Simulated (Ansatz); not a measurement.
## Decaying states in the gap of IBr2Cl

A new crystal, IBr2Cl: structure, gap and complex bands. It is built by putting I for part of the Cl in the BrCl structure of space group Cmc2_1, with the volume rescaled by atomic radii. The parent structure comes from the Materials Project.

Method: PBEsol DFT, plane waves, PAW files, in the first sound run; inputs show where later runs differ, in Ansatz 0.2.0.

The structure was built from a prototype and need not be the compound's stable phase.

## (1) Starting point

It takes space group Cm (No. 8, monoclinic). The conventional cell has a = 5.282 Å, b = 8.454 Å, c = 8.212 Å, α = 90.00°, β = 90.00°, γ = 90.00°. Nearest to Br lie 1 I at 2.50 Å and 1 Cl at 2.58 Å. Br has 1 Cl at 2.50 Å and 1 I at 2.58 Å nearest. Nearest to Cl lie 2 Br at 2.50 to 2.58 Å. I has 2 Br at 2.50 to 2.58 Å nearest. It derives from BrCl. I for part of the Cl in the BrCl structure of space group Cmc2_1. Farther neighbours and most contacts between anions are not listed.

Coordinates:

```cif
data_structure
_symmetry_space_group_name_H-M 'Cm'
_symmetry_Int_Tables_number 8
_cell_length_a 5.2818
_cell_length_b 8.4538
_cell_length_c 8.2124
_cell_angle_alpha 90.000
_cell_angle_beta 90.000
_cell_angle_gamma 90.000
_cell_volume 366.69
loop_
_atom_site_label
_atom_site_type_symbol
_atom_site_symmetry_multiplicity
_atom_site_Wyckoff_symbol
_atom_site_fract_x
_atom_site_fract_y
_atom_site_fract_z
_atom_site_occupancy
Br1 Br 2 a 0.50614 0.50000 0.62652 1
Br2 Br 2 a 0.49386 0.50000 0.12652 1
Cl1 Cl 2 a 0.21749 0.50000 0.37348 1
I1 I 2 a 0.78251 0.50000 0.87348 1
```

## (2) Cell and atoms at rest

The substituted atoms don't fit the parent's cell, so cell and atoms relax together. A small smearing keeps the run stable in case the gap closes on the way.

File input.yaml:

```yaml
crystal:
  lattice:
    - [4.226909166, -2.6408826574, 0.0]
    - [4.226909166, 2.6408826574, 0.0]
    - [0.0, 0.0, 8.2123663773]
  atoms:
    - { symbol: Br, position: [0.006143, 0.993857, 0.626524] }
    - { symbol: Br, position: [0.993857, 0.006143, 0.126524] }
    - { symbol: Cl, position: [0.717494, 0.282506, 0.373476] }
    - { symbol: I, position: [0.282506, 0.717494, 0.873476] }
kpoints:
  mp_grid: { grid: [6, 6, 4] }
scf:
  occupations: { method: gaussian, width: 0.03 }
hamiltonian:
  xc: pbesol
output:
  forces: true
  stress: true
relax:
  f_tol: 0.02
  max_steps: 60
  cell: {}
```

Command:

```console
ansatz run input.yaml --threads 2 --pin off --max-ram 4096MiB --backend cpu --events-out ev --progress --plain --runs-dir out
```

Numbers of over 12 decimals in the logs are rounded to 6 here.

Log:

```text
Engine: ansatz 0.2.0, x86_64-unknown-linux-gnu
Pseudopotentials: kind: paw
Pseudopotential: Br, paw, valence charge 7, recommended cutoff 420 eV (normal), Br.paw.azcp
Pseudopotential: Cl, paw, valence charge 7, recommended cutoff 420 eV (normal), Cl.paw.azcp
Pseudopotential: I, paw, valence charge 17, recommended cutoff 420 eV (normal), I.paw.azcp
Functional definition: PBEsol
  exchange = pbesol_x
  correlation = pbesol_c
Crystal: 4 atoms, lattice volume = 183.346 Å³
Basis set: ecut = 420 eV, 3581 PW (Γ), exchange–correlation on 72×72×120 points (8 copies of the dense FFT grid, shifted against one another)
Bands: 23, of which v1, the nominal top of the filled ones, is band 19 counted from 1 (18 counted from 0)
Symmetry: 2 space group operations
Space group: Cm (ITA 8), of the structure as read, at distance tolerance 5.7e-5 Å
k-points: 47 of 144 (time reversal used)
Non-local potential: Br, projectors of the file, l = 0: 2, l = 1: 2, l = 2: 2
Non-local potential: Cl, projectors of the file, l = 0: 2, l = 1: 2, l = 2: 2
Non-local potential: I, projectors of the file, l = 0: 2, l = 1: 2, l = 2: 2, l = 3: 2
PAW form: soft (Blöchl's): semilocal exchange-correlation on the pseudo side does not see the compensation charge
PAW frozen core: Br, regenerated for the run's functional, and the local potential with it (the file was generated under x = pbe(κ = 0.804, μ = 0.219515), c = pbe(β = 0.066725))
PAW frozen core: Cl, regenerated for the run's functional, and the local potential with it (the file was generated under x = pbe(κ = 0.804, μ = 0.219515), c = pbe(β = 0.066725))
PAW frozen core: I, regenerated for the run's functional, and the local potential with it (the file was generated under x = pbe(κ = 0.804, μ = 0.219515), c = pbe(β = 0.066725))
PAW one-centre angular grid: Br, 110 points (default); XC on 64 Gauss nodes
PAW one-centre angular grid: Cl, 110 points (default); XC on 64 Gauss nodes
PAW one-centre angular grid: I, 590 points (default); XC on 64 Gauss nodes
Initial density: superposition of atomic densities (neutral atoms: chi_scale 0, normalization atom), corrected by the library's trained network
Initial wavefunctions: pseudopotential atomic-orbital guess
Functional: x = pbesol(κ = 0.804, μ = 0.123457), c = pbesol(β = 0.046)
SCF iter   1: F=—  HF=-13966.094072 eV  |F-HF|=—  |Δ(HF+E_count)|=         —  Δρ=3.65e-3  dr2=5.58e-2  ethr=1.77e-3  ⟨swp⟩=8.4  Hψ=6336  notcnv=0
preconditioner: auto → Resta (q_TF=auto, 2.099 Å⁻¹)  ε∞=3.1  [insulator: Δε(μ)=1.751 eV  Ē_g=9.910 eV  σ=0.030 eV  W_gap=1.00  n_scr=30 (ndim 8)  ℏωp=14.5 eV  f_vac=0.261  D(μ)=0.00/eV (n_scr^D=0)  ε∞_Penn≈3.1]
SCF iter   2: F=—  HF=-13966.088341 eV  |F-HF|=—  |Δ(HF+E_count)|=   5.73e-3  Δρ=1.63e-3  dr2=8.58e-3  ethr=1.47e-4  ⟨swp⟩=3.4  Hψ=2138  notcnv=0
SCF iter   3: F=—  HF=-13966.087313 eV  |F-HF|=—  |Δ(HF+E_count)|=   1.03e-3  Δρ=7.10e-4  dr2=8.71e-4  ethr=2.26e-5  ⟨swp⟩=2.4  Hψ=1492  notcnv=0
SCF iter   4: F=—  HF=-13966.087663 eV  |F-HF|=—  |Δ(HF+E_count)|=   3.50e-4  Δρ=1.60e-4  dr2=6.74e-5  ethr=2.29e-6  ⟨swp⟩=2.0  Hψ=1758  notcnv=0
SCF iter   5: F=—  HF=-13966.087666 eV  |F-HF|=—  |Δ(HF+E_count)|=   3.41e-6  Δρ=5.77e-5  dr2=8.40e-6  ethr=1.77e-7  ⟨swp⟩=2.2  Hψ=1614  notcnv=0
SCF iter   6: F=—  HF=-13966.087679 eV  |F-HF|=—  |Δ(HF+E_count)|=   1.28e-5  Δρ=1.40e-5  dr2=6.11e-7  ethr=2.21e-8  ⟨swp⟩=2.0  Hψ=1685  notcnv=0
SCF iter   7: F=-13966.087680 eV  HF=-13966.087680 eV  |F-HF|=8.12e-8  |Δ(HF+E_count)|=   1.11e-6  Δρ=4.69e-6  dr2=6.16e-8  ethr=2.63e-10  ⟨swp⟩=6.0  Hψ=4830  notcnv=0
SCF 1 converged in 7 iterations: F = -13966.087680 eV  dr2 = 6.16e-8
  greatest PAW one-centre occupation: 0.999 electrons in one spin orbital (limit 2), on the I atom at site 3 (counted from 0), in its partial waves of l = 2
relax step   1: F+E_penalty+E_count = -13966.08767996 eV  Δ(F+E_penalty+E_count) = +0.000e0 eV  max|allowed force component| = 1.001e0 eV/Å  Δτ_max = 0.0000 Å  P = +0.697 GPa  Ω = 183.346 Å³  (7 SCF iters, dr2 threshold 1.00e-7 eV, accepted)
Crystal: 4 atoms, lattice volume = 179.813 Å³
Basis set: ecut = 420 eV, 3537 PW (Γ), exchange–correlation on 72×72×120 points (8 copies of the dense FFT grid, shifted against one another)
Initial density: handed on by an earlier stage of this run
Initial wavefunctions: those handed on with the density
iter 1 solved again at ethr=8.12e-4 eV; its pass at ethr=3.10e-3 eV (dr2=3.08e-1 eV) is discarded
SCF iter   1: F=—  HF=-13966.204188 eV  |F-HF|=—  |Δ(HF+E_count)|=         —  Δρ=9.20e-3  dr2=3.12e-1  ethr=8.12e-4  ⟨swp⟩=1.0  Hψ=6908  notcnv=0
preconditioner: auto → Resta (q_TF=auto, 2.106 Å⁻¹)  ε∞=3.3  [insulator: Δε(μ)=1.245 eV  Ē_g=9.710 eV  σ=0.030 eV  W_gap=1.00  n_scr=30 (ndim 8)  ℏωp=14.7 eV  f_vac=0.235  D(μ)=0.00/eV (n_scr^D=0)  ε∞_Penn≈3.3]
SCF iter   2: F=—  HF=-13966.156592 eV  |F-HF|=—  |Δ(HF+E_count)|=   4.76e-2  Δρ=5.30e-3  dr2=6.61e-2  ethr=8.12e-4  ⟨swp⟩=3.2  Hψ=1660  notcnv=0
SCF iter   3: F=—  HF=-13966.146177 eV  |F-HF|=—  |Δ(HF+E_count)|=   1.04e-2  Δρ=2.40e-3  dr2=7.44e-3  ethr=1.74e-4  ⟨swp⟩=2.7  Hψ=1608  notcnv=0
SCF iter   4: F=—  HF=-13966.144603 eV  |F-HF|=—  |Δ(HF+E_count)|=   1.57e-3  Δρ=4.48e-4  dr2=5.12e-4  ethr=1.96e-5  ⟨swp⟩=2.2  Hψ=1782  notcnv=0
SCF iter   5: F=—  HF=-13966.144645 eV  |F-HF|=—  |Δ(HF+E_count)|=   4.15e-5  Δρ=1.07e-4  dr2=4.02e-5  ethr=1.35e-6  ⟨swp⟩=2.1  Hψ=1693  notcnv=0
SCF iter   6: F=—  HF=-13966.144636 eV  |F-HF|=—  |Δ(HF+E_count)|=   8.64e-6  Δρ=3.35e-5  dr2=3.84e-6  ethr=1.06e-7  ⟨swp⟩=2.2  Hψ=1586  notcnv=0
SCF iter   7: F=—  HF=-13966.144641 eV  |F-HF|=—  |Δ(HF+E_count)|=   5.46e-6  Δρ=1.11e-5  dr2=4.91e-7  ethr=1.01e-8  ⟨swp⟩=2.0  Hψ=1584  notcnv=0
SCF iter   8: F=-13966.144642 eV  HF=-13966.144642 eV  |F-HF|=1.31e-8  |Δ(HF+E_count)|=   4.63e-7  Δρ=5.22e-6  dr2=8.78e-8  ethr=1.05e-9  ⟨swp⟩=5.1  Hψ=4160  notcnv=0
SCF 2 converged in 8 iterations: F = -13966.144642 eV  dr2 = 8.78e-8
relax step   2: F+E_penalty+E_count = -13966.14464181 eV  Δ(F+E_penalty+E_count) = -5.696e-2 eV  max|allowed force component| = 5.477e-1 eV/Å  Δτ_max = 0.1851 Å  P = -1.113 GPa  Ω = 179.813 Å³  energy of the carried Pulay correction = +2.419e-4 eV  (8 SCF iters, dr2 threshold 4.00e-7 eV, accepted)
Crystal: 4 atoms, lattice volume = 174.577 Å³
Basis set: ecut = 420 eV, 3399 PW (Γ), exchange–correlation on 72×72×120 points (8 copies of the dense FFT grid, shifted against one another)
iter 1 solved again at ethr=2.67e-4 eV; its pass at ethr=3.10e-3 eV (dr2=1.01e-1 eV) is discarded
[...]
relax step   5: F+E_penalty+E_count = -13966.21000390 eV  Δ(F+E_penalty+E_count) = -1.407e-2 eV  max|allowed force component| = 9.515e-2 eV/Å  Δτ_max = 0.0514 Å  P = -0.073 GPa  Ω = 164.749 Å³  energy of the carried Pulay correction = +1.329e-3 eV  (6 SCF iters, dr2 threshold 4.00e-7 eV, accepted)
relax step   6: F+E_penalty+E_count = -13966.22874411 eV  Δ(F+E_penalty+E_count) = -1.874e-2 eV  max|allowed force component| = 1.887e-1 eV/Å  Δτ_max = 0.1315 Å  P = +0.371 GPa  Ω = 148.017 Å³  energy of the carried Pulay correction = +2.652e-3 eV  (7 SCF iters, dr2 threshold 4.00e-7 eV, accepted)
relax step   7: F+E_penalty+E_count = -13966.23741234 eV  Δ(F+E_penalty+E_count) = -8.668e-3 eV  max|allowed force component| = 1.195e-1 eV/Å  Δτ_max = 0.0236 Å  P = +0.088 GPa  Ω = 146.038 Å³  energy of the carried Pulay correction = +2.817e-3 eV  (6 SCF iters, dr2 threshold 4.00e-7 eV, accepted)
relax step   8: F+E_penalty+E_count = -13966.24685350 eV  Δ(F+E_penalty+E_count) = -9.441e-3 eV  max|allowed force component| = 8.917e-2 eV/Å  Δτ_max = 0.0471 Å  P = -0.090 GPa  Ω = 138.770 Å³  energy of the carried Pulay correction = +3.442e-3 eV  (6 SCF iters, dr2 threshold 4.00e-7 eV, accepted)
relax step   9: F+E_penalty+E_count = -13966.25097944 eV  Δ(F+E_penalty+E_count) = -4.126e-3 eV  max|allowed force component| = 1.147e-1 eV/Å  Δτ_max = 0.0239 Å  P = -0.282 GPa  Ω = 137.796 Å³  energy of the carried Pulay correction = +3.528e-3 eV  (6 SCF iters, dr2 threshold 4.00e-7 eV, accepted)
relax step  10: F+E_penalty+E_count = -13966.25705283 eV  Δ(F+E_penalty+E_count) = -6.073e-3 eV  max|allowed force component| = 3.674e-2 eV/Å  Δτ_max = 0.0579 Å  P = +0.047 GPa  Ω = 136.922 Å³  energy of the carried Pulay correction = +3.606e-3 eV  (6 SCF iters, dr2 threshold 4.00e-7 eV, accepted)
relax step  11: F+E_penalty+E_count = -13966.25794353 eV  Δ(F+E_penalty+E_count) = -8.907e-4 eV  max|allowed force component| = 4.959e-2 eV/Å  Δτ_max = 0.0142 Å  P = -0.055 GPa  Ω = 136.265 Å³  energy of the carried Pulay correction = +3.664e-3 eV  (6 SCF iters, dr2 threshold 9.02e-8 eV, accepted)
relax step  12: F+E_penalty+E_count = -13966.25606050 eV  Δ(F+E_penalty+E_count) = +1.883e-3 eV  max|allowed force component| = 1.331e-1 eV/Å  Δτ_max = 0.0256 Å  P = -0.059 GPa  Ω = 131.780 Å³  energy of the carried Pulay correction = +4.071e-3 eV  (6 SCF iters, dr2 threshold 1.54e-7 eV, rejected (line search))
relax step  13: F+E_penalty+E_count = -13966.25886924 eV  Δ(F+E_penalty+E_count) = -9.257e-4 eV  max|allowed force component| = 7.321e-3 eV/Å  Δτ_max = 0.0073 Å  P = -0.017 GPa  Ω = 135.100 Å³  energy of the carried Pulay correction = +3.769e-3 eV  (9 SCF iters, accepted)
relax step  14: F+E_penalty+E_count = -13966.25897642 eV  Δ(F+E_penalty+E_count) = -1.072e-4 eV  max|allowed force component| = 3.419e-3 eV/Å  Δτ_max = 0.0013 Å  P = -0.001 GPa  Ω = 134.538 Å³  energy of the carried Pulay correction = +3.820e-3 eV  (8 SCF iters, accepted)
Basis set: ecut = 420 eV, 2619 PW (Γ), exchange–correlation on 60×60×108 points (8 copies of the dense FFT grid, shifted against one another)
Initial wavefunctions: pseudopotential atomic-orbital guess (no wavefunctions were taken with the density)
iter 1 solved again at ethr=5.72e-7 eV; its pass at ethr=3.10e-3 eV (dr2=2.17e-4 eV) is discarded
SCF iter   1: F=—  HF=-13966.256214 eV  |F-HF|=—  |Δ(HF+E_count)|=         —  Δρ=1.49e-4  dr2=3.62e-6  ethr=5.72e-7  ⟨swp⟩=4.0  Hψ=9853  notcnv=0
preconditioner: auto → Resta (q_TF=auto, 2.210 Å⁻¹)  ε∞=3.8  [insulator: Δε(μ)=1.288 eV  Ē_g=10.079 eV  σ=0.030 eV  W_gap=1.00  n_scr=22 (ndim 8)  ℏωp=16.9 eV  f_vac=0.038  D(μ)=0.00/eV (n_scr^D=0)  ε∞_Penn≈3.8]
SCF iter   2: F=—  HF=-13966.256220 eV  |F-HF|=—  |Δ(HF+E_count)|=   5.99e-6  Δρ=7.65e-5  dr2=9.48e-7  ethr=9.52e-9  ⟨swp⟩=3.0  Hψ=1954  notcnv=0
SCF iter   3: F=—  HF=-13966.256224 eV  |F-HF|=—  |Δ(HF+E_count)|=   3.44e-6  Δρ=6.91e-6  dr2=6.06e-8  ethr=2.49e-9  ⟨swp⟩=3.0  Hψ=1974  notcnv=0
SCF iter   4: F=—  HF=-13966.256224 eV  |F-HF|=—  |Δ(HF+E_count)|=   1.40e-8  Δρ=2.72e-6  dr2=2.35e-8  ethr=1.60e-10  ⟨swp⟩=2.1  Hψ=1406  notcnv=0
SCF iter   5: F=—  HF=-13966.256224 eV  |F-HF|=—  |Δ(HF+E_count)|=   2.20e-9  Δρ=1.04e-6  dr2=3.63e-9  ethr=6.19e-11  ⟨swp⟩=1.0  Hψ=1081  notcnv=0
SCF iter   6: F=—  HF=-13966.256224 eV  |F-HF|=—  |Δ(HF+E_count)|=  3.58e-10  Δρ=2.80e-7  dr2=2.02e-10  ethr=9.55e-12  ⟨swp⟩=1.0  Hψ=1081  notcnv=0
SCF iter   7: F=-13966.256224 eV  HF=-13966.256224 eV  |F-HF|=1.82e-12  |Δ(HF+E_count)|=  5.46e-12  Δρ=3.66e-8  dr2=1.53e-12  ethr=1.00e-12  ⟨swp⟩=5.5  Hψ=4231  notcnv=0
SCF 15 converged in 7 iterations: F = -13966.256224 eV  dr2 = 1.53e-12
relax step  15: F+E_penalty+E_count = -13966.25622365 eV  Δ(F+E_penalty+E_count) = +2.753e-3 eV  max|allowed force component| = 3.284e-3 eV/Å  Δτ_max = 0.0000 Å  P = -0.008 GPa  Ω = 134.538 Å³  stress off target by 1.71e-2 GPa  SCF on the basis re-selected at this cell (its energy is not comparable with the rows above)  (7 SCF iters)
basis re-selected at this cell: Δ(F+E_penalty+E_count) = +2.753e-3 eV, ΔP = -0.007 GPa vs the last step (what re-selecting the basis moved, of the pressure what is left beyond the Pulay correction that the steps carried, after the strain that the cell walked since its last selection, with what the two solves' SCF thresholds leave and, on support functions, any second-order correction that the steps lacked; it is no measure of the basis error at this ecutwfc). The dense FFT grid was sized anew with the basis: this SCF ran on 30×30×54 points, the steps before it on 36×36×60, so part of this shift can come from that change (see relax.cell in the input reference). [rest of the remark cut]
SCF converged after 7 iterations
Free energy (F): -13966.256224 eV
Harris-Foulkes:  -13966.256224 eV  (|F-HF|=1.82e-12)
Internal energy: -13966.256224 eV  (E = F + TS)
E sigma→0 (E₀):  -13966.256224 eV
Fermi energy:    3.389238 eV
--- Per-component energies (eV) ---
  E_band       = -502.020751
  E_kinetic    = 610.953781
  E_local      = -3141.069835  (includes V_loc(G=0)·N_el)
  E_nonlocal   = 80.589711
  E_hartree    = 1417.272943
  E_xc         = -751.513512
  E_vxc        = -451.590244  (∫ρ·V_xc dr)
  E_paw        = -9783.169437  (= ΣΔE_a)
  E_vpaw       = -435.450134  (= ΣTr[D̂ρ^β])
  E_aug_tail   = 0.000122  (compensation charges beyond the density's cutoff)
  E_ewald      = -2399.995111
  E_core_change = 0.675115  (= ΣΔE_core)
  E_smearing   = -0.000000  (= −TS)
  E_closure    = -0.000000  (closes the sum)
  Σ components = -13966.256224   (vs F -13966.256224, Δ=0.00e0)
--- Forces (eV/Å), atoms counted from 1 ---
  atom   1  Br     0.00000000    -0.00099003     0.00328395
  atom   2  Br     0.00000000    -0.00007793    -0.00098840
  atom   3  Cl     0.00000000     0.00199959    -0.00097495
  atom   4  I      0.00000000    -0.00093158    -0.00132058
  max |Σ_I F_I| component: 4.07e-8 eV/Å
--- Stress (GPa, compression-positive) ---
       -0.010067       0.000000       0.000000
        0.000000      -0.017009      -0.001257
        0.000000      -0.001257       0.003374
  P = ⅓ Tr σ = -0.0079 GPa (-0.079 kbar)
--- Relaxed structure (14 steps of the walk, 13 accepted, 1 SCFs on fresh bases) ---
  F+E_penalty+E_count = -13966.25622365 eV   max|allowed force component| = 3.284e-3 eV/Å   (the final SCF, on the basis selected at the relaxed cell)
  cell:  # Å, volume = 134.5382 Å³
    - [3.549807, -2.348475, -0.000142594]
    - [3.549807, 2.348475, 0.000142594]
    - [0.0, 0.000443426, 8.069099]
  atoms:
    - { symbol: Br, position: [-0.00661764, 1.006618, 0.619142] }
    - { symbol: Br, position: [0.993556, 0.00644401, 0.130799] }
    - { symbol: Cl, position: [0.669377, 0.330623, 0.375027] }
    - { symbol: I, position: [0.343685, 0.656315, 0.875032] }
```

The job ended after 29 s (2 threads of AMD EPYC 9R45 (Zen 5), shared host; peak memory 0.54 GiB; 57 s of CPU time).

Step by step:

| step | energy less that of the first step (eV) | largest force component (eV/Å) | pressure (GPa) | volume (Å³) |
| --- | --- | --- | --- | --- |
| 1 | 0.0000 | 1.0009 | 0.70 | 183.35 |
| 2 | -0.0570 | 0.5477 | -1.11 | 179.81 |
| 3 | -0.0899 | 0.3266 | -0.31 | 174.58 |
| 4 | -0.1083 | 0.0966 | -0.22 | 171.84 |
| 5 | -0.1223 | 0.0951 | -0.07 | 164.75 |
| 6 | -0.1411 | 0.1887 | 0.37 | 148.02 |
| 7 | -0.1497 | 0.1195 | 0.09 | 146.04 |
| 8 | -0.1592 | 0.0892 | -0.09 | 138.77 |
| 9 | -0.1633 | 0.1147 | -0.28 | 137.80 |
| 10 | -0.1694 | 0.0367 | 0.05 | 136.92 |
| 11 | -0.1703 | 0.0496 | -0.05 | 136.26 |
| 12 | -0.1684 | 0.1331 | -0.06 | 131.78 |
| 13 | -0.1712 | 0.0073 | -0.02 | 135.10 |
| 14 | -0.1713 | 0.0034 | 0.00 | 134.54 |
| 15* | -0.1685 | 0.0033 | -0.01 | 134.54 |

Relaxation steps marked * repeat the geometry before them on a plane-wave basis chosen anew for their cell, so energy and pressure can jump there. Relaxation step 12 was tried and not accepted.

Forces are held to the 2 operations that the run works with; a distortion that breaks them can't arise in this run.

| cell as run | before | after | change |
| --- | --- | --- | --- |
| a (Å) | 4.984 | 4.256 | -14.6 % |
| b (Å) | 4.984 | 4.256 | -14.6 % |
| c (Å) | 8.212 | 8.069 | -1.7 % |
| γ (°) | 63.99 | 66.98 | +4.7 % |
| volume (Å³/atom) | 45.84 | 33.63 | -26.6 % |

The atoms that moved most (Å, as changes of fractional coordinates times the final cell):

| atom | dx | dy | dz | length |
| --- | --- | --- | --- | --- |
| I4 | 0.000 | -0.287 | 0.013 | 0.288 |
| Cl3 | 0.000 | 0.226 | 0.013 | 0.226 |
| Br1 | 0.000 | 0.060 | -0.060 | 0.084 |
| Br2 | 0.000 | 0.001 | 0.034 | 0.035 |

The relaxed structure:

```xyz
4
Lattice="3.5498 -2.3485 -0.0001 3.5498 2.3485 0.0001 0.0000 0.0004 8.0691" Properties=species:S:1:pos:R:3 pbc="T T T"
Br    3.5498    2.3798    4.9961
Br    3.5498   -2.3181    1.0553
Cl    3.5498   -0.7954    3.0261
I     3.5498    0.7346    7.0608
```

This step gave:

```
free energy  : -13966.2562 eV
Fermi energy : 3.389 eV
pressure     : -0.007901 GPa
```

The largest force component on a free atom ends at 0.0033 eV/Å.

## (3) The bulk crystal and its band edges

The energy window and the wavevectors of the next steps follow from the band edges, so these are searched first, off the mesh as well.

File input.yaml:

```yaml
crystal:
  lattice:
    - [3.5498073236, -2.3484747022, -0.0001425941]
    - [3.5498073236, 2.3484747022, 0.0001425941]
    - [0.0, 0.0004434257, 8.0690992181]
  atoms:
    - { symbol: Br, position: [-0.0066176399, 1.0066176399, 0.6191417209] }
    - { symbol: Br, position: [0.9935559862, 0.0064440138, 0.1307993429] }
    - { symbol: Cl, position: [0.6693766416, 0.3306233584, 0.3750273149] }
    - { symbol: I, position: [0.3436850121, 0.6563149879, 0.8750316213] }
kpoints:
  mp_grid: { grid: [6, 6, 4] }
  band_path: { path: [VBM, CBM], npoints: 30 }
scf:
  occupations: { method: fixed }
hamiltonian:
  xc: pbesol
output:
  eigenvalues: true
  write_potential: true
  write_density: true
  volumetric_format: npy
```

Log:

```text
[...]
Crystal: 4 atoms, lattice volume = 134.538 Å³
Basis set: ecut = 420 eV, 2619 PW (Γ)
Bands: 23, of which v1, the nominal top of the filled ones, is band 19 counted from 1 (18 counted from 0)
Symmetry: 2 space group operations
[...]
k-points: 47 of 144 (time reversal used)
[...]
SCF iter   1: F=—  HF=-13966.262322 eV  |F-HF|=—  |Δ(HF+E_count)|=         —  Δρ=3.86e-3  dr2=4.72e-2  ethr=1.77e-3  ⟨swp⟩=5.8  Hψ=4756  notcnv=0  defer=94
[...]
SCF iter   7: F=-13966.256323 eV  HF=-13966.256323 eV  |F-HF|=2.09e-8  |Δ(HF+E_count)|=   5.26e-7  Δρ=3.19e-6  dr2=1.55e-8  ethr=2.63e-10  ⟨swp⟩=9.1  Hψ=5096  notcnv=0
SCF 1 converged in 7 iterations: F = -13966.256323 eV  dr2 = 1.55e-8
[...]
NSCF: frozen V_eff on 68 k-points
[...]
SCF converged after 7 iterations
Free energy (F): -13966.256323 eV
[...]
Internal energy: -13966.256323 eV  (E = F + TS)
E sigma→0 (E₀):  -13966.256323 eV
Fermi energy:    2.745116 eV
[...]
--- Band table (eV; the first three rows and the last of 47) ---
  k-point 0: bands = [... 15 lower, 1.3756, 1.6027, 1.6399, 2.5546, 4.5748, 4.9617, 8.0862, 9.3598]
  k-point 1: bands = [... 15 lower, 1.3212, 1.3233, 1.9100, 2.5150, 4.2952, 4.7464, 8.3286, 9.5507]
  k-point 2: bands = [... 15 lower, 1.3481, 1.3683, 2.0548, 2.4605, 4.0536, 4.4895, 8.6864, 9.3575]
  k-point 46: bands = [... 15 lower, 1.1357, 1.4293, 1.8274, 2.1035, 4.0334, 4.2997, 9.8801, 10.9052]
```

Elapsed: 6.7 s, on 2 threads; peak memory 0.46 GiB; 13 s of CPU time.

This step gave:

| Property | Result |
| --- | --- |
| free energy | -13966.2563 eV |
| Fermi energy | 2.745 eV |
| gap on the k-mesh | 1.288 eV |
| gap on path | 1.288 eV, by band count; negative where bands overlap |
| direct gap on path | 1.643 eV |
| edge places on path | 0, 0.3893 1/A along the path |

The electronic bands at the labelled points (eV, zero at the Fermi level (highest filled level under fixed occupations); v1 is the highest filled band, c1 the lowest empty one):

| point | v4 | v3 | v2 | v1 | c1 | c2 | c3 | c4 |
| --- | --- | --- | --- | --- | --- | --- | --- | --- |
| VBM | -1.92 | -1.88 | -1.48 | 0.00 | 1.66 | 2.11 | 6.24 | 7.72 |
| halfway | -1.67 | -1.52 | -1.46 | -0.21 | 1.45 | 1.86 | 6.59 | 8.11 |
| CBM | -1.61 | -1.32 | -0.92 | -0.64 | 1.29 | 1.55 | 7.13 | 8.16 |

The searched edges give 1.29 eV, as on the mesh.

[end of part 1 of 2]

[Logs are printed without paths, hosts, clocks, repeated set-up lines and the standing remarks that a program may print on its own settings, such as how far it seeks lower states.]

[Hosts, paths, dates, database ids (printed as entryN), source tags and the programs' standing remarks are cut or masked in the printed files.]

[New means built here by substitution; the compound itself may be known and measured.]
